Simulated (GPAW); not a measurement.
# Ga2O3 (R-3c): G0W0 with GPAW, start to end, part 2 of 2

How does a plane-wave GW calculation on Ga2O3 (R-3c) run from the first input to the gap?

GPAW 26.7.0; PBE and many-body steps on it, plane waves. Known limits of the many-body steps: not at the basis limit; no spin-orbit coupling.

So far. Step 3 (Bands along the symmetry lines): The gap is 2.805 eV, +0.006 eV from the run before at this level. Step 4 (Empty states on the mesh, 4×4×4 mesh, 455 bands): On this mesh the gap is 2.845 eV. The earlier step found 2.799 eV, so this mesh misses an edge.

## 5. Screening and self-energy, 4×4×4 mesh, 207 bands, screening to 96 eV

G0W0 replaces the xc potential by the self-energy, built once from these orbitals. Only a window of levels is corrected, while the sums run over the empty bands that the input names.

This step: G0W0 on PBE, plane waves, PAW.

Input file run.py:

```python
import json
import numpy as np
from gpaw.mpi import world
from gpaw.response.g0w0 import G0W0

gw = G0W0('full.gpw',
    filename='gw',
    kpts=[0, 2],
    bands=(22, 26),
    ecut=96,
    nbands=207,
    integrate_gamma='WS',
    ppa=True)
gw.calculate()
res = {mode: {k: v for k, v in r.items() if k != 'sigma_eskwn'}
       for mode, r in gw.all_results.items()}

if world.rank == 0:
    with open('result.json', 'w') as f:
        json.dump(res, f, default=lambda x: x.tolist())
```

Command:

```
$ mpirun -n 4 gpaw python run.py
```

Numbers of over 12 decimals in the logs are rounded to 6 here.

The log of the run:

```text
Using integrator: PointIntegrator
FrequencyGridDescriptor(from 0.000+0.000j to 0.000+27.211j eV, 2 points)
Nonperiodic BCs:  [False False False]
Using integrator: PointIntegrator
FrequencyGridDescriptor(from 0.000+0.000j to 0.000+27.211j eV, 2 points)
Nonperiodic BCs:  [False False False]
  ___  _ _ _
 |   || | | |
 | | || | | |
 |__ ||_____|
 |___|

BZ k-points: Symmetries present (total): 6

  [... matrices ...]
64 k-points: 4 x 4 x 4 Monkhorst-Pack grid + [1/8,1/8,1/8]
14 k-points in the irreducible part of the Brillouin zone
       k-points in crystal coordinates                weights
   0:     0.00000000    0.00000000    0.00000000          1/64
   1:     0.25000000    0.00000000   -0.25000000          6/64
   2:     0.25000000    0.00000000    0.00000000          6/64
   3:     0.25000000    0.25000000   -0.25000000          6/64
   4:     0.25000000    0.25000000    0.00000000          6/64
   5:     0.25000000    0.25000000    0.25000000          2/64
   6:     0.50000000    0.00000000    0.00000000          3/64
   7:     0.50000000    0.00000000    0.25000000          6/64
   8:     0.50000000    0.25000000   -0.25000000          6/64
   9:     0.50000000    0.25000000    0.00000000          6/64
          ...
  13:     0.50000000    0.50000000    0.50000000          1/64

Distributing spins, k-points and bands (1 x 2 x 4) over 4 processes
Number of blocks: 1

Quasi particle states:
k-points (IBZ indices): [0, 2]
Band range: (22, 26)
  [... matrices ...]
Computational parameters:
Plane wave cut-off: 96 eV
Number of bands: 207
Coulomb cutoff: None
Broadening: 0.1 eV

fxc modes: GW
Kernel: RPA
Using Godby-Needs plasmon-pole approximation:
  Fitting energy: i*E0, E0 = 1.000 Hartree
Summing all q:

Calculating screened Coulomb potential
No Coulomb truncation
FrequencyGridDescriptor(from 0.000+0.000j to 0.000+27.211j eV, 2 points)
Removing empty qpoint cache files...

Calculating chi0 body with:
    Ground state adapter containing:
    Number of spins: 1
    Number of kpoints: 64
    Number of irreducible kpoints: 14
    Number of completely occupied states: 24
    Number of partially occupied states: 24
    Occupied states memory: 12.0 M / cpu

    Linear response parametrization:
    q_c: [0.0, 0.0, 0.0]
    Number of frequency points: 2
    Planewave cutoff: 96.0
    Number of bands: 207
    Number of planewaves: 193
    Broadening (eta): 1e-06
    comm.size: 4
    kncomm.size: 4
    blockcomm.size: 1

    Memory estimate of potentially large arrays:
        chi0_wGG: 1.136749 M / cpu
Integrating chi0 body.

Symmetries of q_c:
    Direct symmetries (Uq -> q): 6
    Indirect symmetries (TUq -> q): 0
In total 6 allowed symmetries.

  [... matrices ...]
14 groups of equivalent kpoints. 78.125% reduction.

Integral kind: response function
Integrating chi0 head and wings.

Symmetries of q_c:
    Direct symmetries (Uq -> q): 6
    Indirect symmetries (TUq -> q): 0
In total 6 allowed symmetries.

  [... matrices ...]
14 groups of equivalent kpoints. 78.125% reduction.

Integral kind: response function wings

Calculating chi0 body with:
    Ground state adapter containing:
    Number of spins: 1
    Number of kpoints: 64
    Number of irreducible kpoints: 14
    Number of completely occupied states: 24
    Number of partially occupied states: 24
    Occupied states memory: 12.0 M / cpu

    Linear response parametrization:
[... the further q-points ...]

Results:
f:      Occupation numbers
eps:     KS-eigenvalues [eV]
vxc:     KS vxc [eV]
exx:     Exact exchange [eV]
sigma:   Self-energies [eV]
dsigma:  Self-energy derivatives
Z:       Renormalization factors
qp:      QP-energies [eV]

k-point 0 (0): (0.000, 0.000, 0.000)                GW
band       f     eps     vxc     exx   sigma  dsigma       Z      qp
                                                                   GW
  22   1.000   5.442 -21.251 -26.508   4.547  -0.273   0.785   4.884
  23   1.000   5.442 -21.251 -26.508   4.547  -0.273   0.785   4.884
  24   0.000   8.469 -17.975 -13.546  -2.849  -0.189   0.841   9.798
  25   0.000  12.337 -18.840 -13.105  -3.342  -0.210   0.826  14.315

k-point 1 (2): (0.250, 0.000, 0.000)                GW
band       f     eps     vxc     exx   sigma  dsigma       Z      qp
                                                                   GW
  22   1.000   5.486 -21.256 -26.616   4.598  -0.274   0.785   4.888
  23   1.000   5.623 -21.507 -26.861   4.597  -0.274   0.785   5.029
  24   0.000  10.056 -19.209 -14.668  -2.734  -0.207   0.828  11.552
  25   0.000  12.167 -18.493 -12.868  -3.344  -0.206   0.829  14.059
```

It took 7.1 min on 4 MPI ranks of Intel Xeon Platinum 8488C (Sapphire Rapids), shared host; peak memory 2.3 GiB; 28 min of CPU time.

Numbers from this step:

- G0W0 gap on the points computed: 4.769 eV
- least direct G0W0 gap on the computed points: 4.914 eV
- Z at the valence top: 0.7851
- Z at the conduction bottom: 0.8412
- starting gap on the mesh: 2.845 eV
- k of the valence top: 0.25, 0, 0
- k of the conduction bottom: 0, 0, 0

The gap on the mesh goes from 2.85 eV to 4.77 eV, a correction of +1.92 eV. The start differs from the 2.80 eV found before because the two sample other k points.

Limits: finite bands, cutoff and mesh; no spin-orbit coupling. v1 is the top filled band, c1 the lowest empty one. Levels before and after the correction, in eV, zero at the valence-band top of each column:

```
           conduction bottom  valence top
Kohn-Sham               2.85         0.00
     G0W0               4.77         0.00
```

```
                   level  energy (eV)
Kohn-Sham        Γ v2-v1       -0.182
Kohn-Sham           Γ c1        2.845
Kohn-Sham           Γ c2        6.713
Kohn-Sham  (0.25 0 0) v2       -0.137
Kohn-Sham  (0.25 0 0) v1        0.000
Kohn-Sham  (0.25 0 0) c1        4.432
Kohn-Sham  (0.25 0 0) c2        6.544
     G0W0        Γ v2-v1       -0.145
     G0W0           Γ c1        4.769
     G0W0           Γ c2        9.286
     G0W0  (0.25 0 0) v2       -0.141
     G0W0  (0.25 0 0) v1        0.000
     G0W0  (0.25 0 0) c1        6.523
     G0W0  (0.25 0 0) c2        9.030
```

## 6. Where the time went

Times are wall times on 4 MPI ranks of Intel Xeon Platinum 8488C (Sapphire Rapids), shared host, good to a factor of about two.

```
                          step     time  share  memory (GiB)
                  ground state     51 s    8 %          0.98
bands along the symmetry lines     36 s    6 %           1.1
      empty states on the mesh  2.3 min   22 %           4.5
     screening and self-energy  7.1 min   65 %           2.3
```

## 7. Outcome

| Quantity | Value |
| --- | --- |
| PBE gap | 2.80 eV, indirect |
| G0W0 gap on the mesh | 4.77 eV |
| G0W0 gap over the zone (rigid shift) | 4.72 eV |
| GW settings | 4×4×4 mesh, 207 bands, screening to 96 eV, Godby-Needs plasmon pole |
| known limits | not at the basis limit; no spin-orbit coupling |

In words: G0W0 moves the gap on the mesh from 2.85 eV to 4.77 eV (+1.92 eV), with Z of 0.79 and 0.84 at the edges. The mesh misses the band edges by 0.05 eV in all; a rigid shift gives 4.72 eV for the zone. Only 2 of the mesh's irreducible points were corrected, so a valley elsewhere could overtake. The dearest step here is «screening and self-energy». Against experiment, by G0W0@PBE: the direct gap of 4.91 eV lies −0.39 eV from the measured 5.3 eV (direct, on Al2O3 (0001), 2019); the direct gap of 4.91 eV lies −0.29 eV from the measured 5.2 eV (direct, on c-plane sapphire, 2019); the direct gap of 4.91 eV lies −0.71 eV from the measured 5.62 ± 0.02 eV (direct, 300 K, on m-plane Al2O3, 2021); the direct gap of 4.91 eV lies −0.24 eV from the measured 5.15 eV (direct, on c-plane sapphire, 2019); the direct gap of 4.91 eV lies −0.13 eV from the measured 5.04 eV (direct, on Al2O3, 2020). An exciton line or allowed optical edge lies below the quasiparticle gap by the binding energy; a forbidden edge can push the onset above it. The calculation has static nuclei and no excitons; a measured gap holds zero-point and thermal motion, which mostly lowers it. Bands and cutoff are finite, so the gap is not at the basis limit. The miss can reach some tenths of an eV and take either sign; the mesh is an error of its own. These stock PAW sets were not made for GW; the filled d or f shell of Ga lies in the frozen core, which bears on start and correction. In the G0W0 run levels were corrected at 2 k points alone, so a gap called «on the mesh» is the least over those, and an edge elsewhere would be missed. The many-body steps are scalar-relativistic: spin-orbit coupling is not in them.

[Paths, hosts, dates, memory and timing lines, banners, echoed tables and standing remarks are left out of the program output.]

[Logs are printed without paths, hosts, clocks, repeated set-up lines and the standing remarks that a program may print on its own settings, such as how far it seeks lower states.]

[Runs of the session that timed out or met a known fault of the program may be left out.]

[Hosts, paths, dates, database ids (printed as entryN), source tags and the programs' standing remarks are cut or masked in the printed files.]
